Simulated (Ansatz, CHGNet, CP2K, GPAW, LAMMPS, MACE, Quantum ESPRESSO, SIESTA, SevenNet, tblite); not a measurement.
## Glassy 62GeO2-38BaO (mol %) (76 atoms): runs against a plane-wave reference

Density of this cell: 4.76 g/cm³. The cell holds 76 atoms: 18 Ge, 11 Ba and 47 O. Cell: a = 10.757 Å, b = 10.757 Å, c = 10.757 Å, α = 90.0°, β = 90.0°, γ = 90.0°. 76 atoms (18 Ge, 11 Ba, 47 O) placed at random at 4.59 g/cm³, melted at 4000 K for 10 ps at fixed volume with the Morse and Coulomb pair potential with partial charges (Pedone, Malavasi, Menziani, Cormack and Segre, J. Phys. Chem. B 110, 11780 (2006)). Quenched from 4000 K to 300 K at 20 K/ps and fixed volume, held 10 ps at zero pressure, then minimised at fixed cell.

Geometry: as built.

The reference, a calculation:

- method: Kohn-Sham DFT, PBE, SSSP efficiency 1.3.0 pseudopotentials, plane waves (Quantum ESPRESSO 7.5); sssp-pbe-1.3.0-efficiency, cutoffs 60/480 Ry, Γ point
- r.m.s. force component: 1.041 eV/Å
- longest force: 3.581 eV/Å
- pressure: 6.048 GPa
- gap (highest filled to lowest empty level): 1.595 eV
- time: 5.9 min on 4 MPI ranks of Arm Neoverse V1, shared host
- CPU time: 24 min

Q: Estimate the differences from the reference, the CPU time and the memory of each run.
- SevenNet l3i5 potential (SevenNet l3i5; 1 thread)
- CP2K PBE+D3, DZVP-MOLOPT-SR, 600/50 Ry, OT DIIS (CP2K 2026.2; 4 MPI ranks)
- CP2K PBE, DZVP-MOLOPT-SR, 600/50 Ry, OT DIIS (CP2K 2026.2; 4 MPI ranks)
- GPAW PBE, LCAO dzp, h 0.18 Å (GPAW 26.7.0; 1 thread)
- GPAW PBE, LCAO szp(dzp), h 0.18 Å (GPAW 26.7.0; 1 thread)
- SIESTA vdW-DF, PBE potentials, DZP, shift 0.01 Ry, mesh 500 Ry (SIESTA 5.4.2; 4 MPI ranks)
- SIESTA PBE, SZP, shift 0.01 Ry, mesh 500 Ry (SIESTA 5.4.2; 2 MPI ranks)
- GPAW PBE, LCAO sz(dzp), h 0.18 Å (GPAW 26.7.0; 1 thread)
- CP2K PBE, DZVP-MOLOPT-SR, 210/50 Ry, OT DIIS (CP2K 2026.2; 2 threads)
- SIESTA PBE, DZP, shift 0.01 Ry, mesh 500 Ry (SIESTA 5.4.2; 2 MPI ranks)

Differences are against the plane-wave reference, forces as r.m.s. over components; share is that over the reference's r.m.s. force, slope the least-squares factor from reference forces to these. Total energies of different programs have different zeros and aren't compared.

```
                                                           run  Δ force, r.m.s. (meV/Å)  share (%)  slope  Δ pressure (GPa)  Δ gap (eV)  cores  CPU time  memory (GiB)
                                                     reference                        -          -      -                 -           -      4    24 min           3.9
                                       SevenNet l3i5 potential                     70.9       6.81  0.972            0.0367           -      1      10 s           1.2
               CP2K PBE+D3, DZVP-MOLOPT-SR, 600/50 Ry, OT DIIS                      116       11.1  1.015            -0.173      -0.233      4     9 min           4.2
                  CP2K PBE, DZVP-MOLOPT-SR, 600/50 Ry, OT DIIS                      115       11.1  1.013             0.904      -0.233      4     9 min           4.1
                                  GPAW PBE, LCAO dzp, h 0.18 Å                      536       51.5  1.431                 -      -0.149      1   6.2 min           1.9
                    GPAW PBE, LCAO szp(dzp), h 0.18 Å (coarse)                      636       61.1  1.531                 -      -0.256      1   4.2 min           1.8
SIESTA vdW-DF, PBE potentials, DZP, shift 0.01 Ry, mesh 500 Ry                      485       46.6  1.397              7.92      -0.734      4    19 min           3.8
          SIESTA PBE, SZP, shift 0.01 Ry, mesh 500 Ry (coarse)                      526       50.6  1.397              7.08       -1.02      2   4.8 min           2.0
                     GPAW PBE, LCAO sz(dzp), h 0.18 Å (coarse)                      901       86.6  1.618                 -      -0.555      1   2.3 min           1.5
         CP2K PBE, DZVP-MOLOPT-SR, 210/50 Ry, OT DIIS (coarse)                      152       14.6  1.016              1.25      -0.233      2   6.3 min           1.1
                   SIESTA PBE, DZP, shift 0.01 Ry, mesh 500 Ry                      398       38.2  1.319              4.87      -0.816      2   5.8 min           2.2
```

Rows marked coarse were listed beforehand as settings not expected to be converged; some can still land near the reference.

Times of the machine-learned potentials are mostly Python's start and the loading of weights.

CPU time is summed over cores on a shared host, where runs went side by side, so it is rough. Symmetry, cutoffs, thresholds, outputs and thread counts weren't matched or tuned between programs; memory under MPI is the largest rank's times the ranks.

The PBE runs in local orbitals, coarse settings apart, differ by 11 % (CP2K PBE, DZVP-MOLOPT-SR, 600/50 Ry, OT DIIS) to 52 % (GPAW PBE, LCAO dzp, h 0.18 Å); basis, grid and potentials can all enter. Machine-learned potentials differ by 6.8 % (SevenNet l3i5 potential); they were trained on other programs' data. Rows with another functional or a dispersion term differ by 11 % (CP2K PBE+D3, DZVP-MOLOPT-SR, 600/50 Ry, OT DIIS) to 47 % (SIESTA vdW-DF, PBE potentials, DZP, shift 0.01 Ry, mesh 500 Ry), which mixes the change of model with differences of basis and potentials, some of them made for another functional. Runs with settings chosen to be coarse differ by 15 % (CP2K PBE, DZVP-MOLOPT-SR, 210/50 Ry, OT DIIS) to 87 % (GPAW PBE, LCAO sz(dzp), h 0.18 Å), their programs' other errors included. Machine-learned potentials mimic data converged in k, so the reference's own k-point error enters their differences. The network of bonds at the start is that of the classical potential that made the cell, and needn't be the one that DFT or experiment would give. The electronic-structure runs sample only Γ, in a cell whose shortest periodic width is 11 Å.

[Logs are printed without paths, hosts, clocks, repeated set-up lines and the standing remarks that a program may print on its own settings, such as how far it seeks lower states.]

[Hosts, paths, dates, database ids (printed as entryN), source tags and the programs' standing remarks are cut or masked in the printed files.]
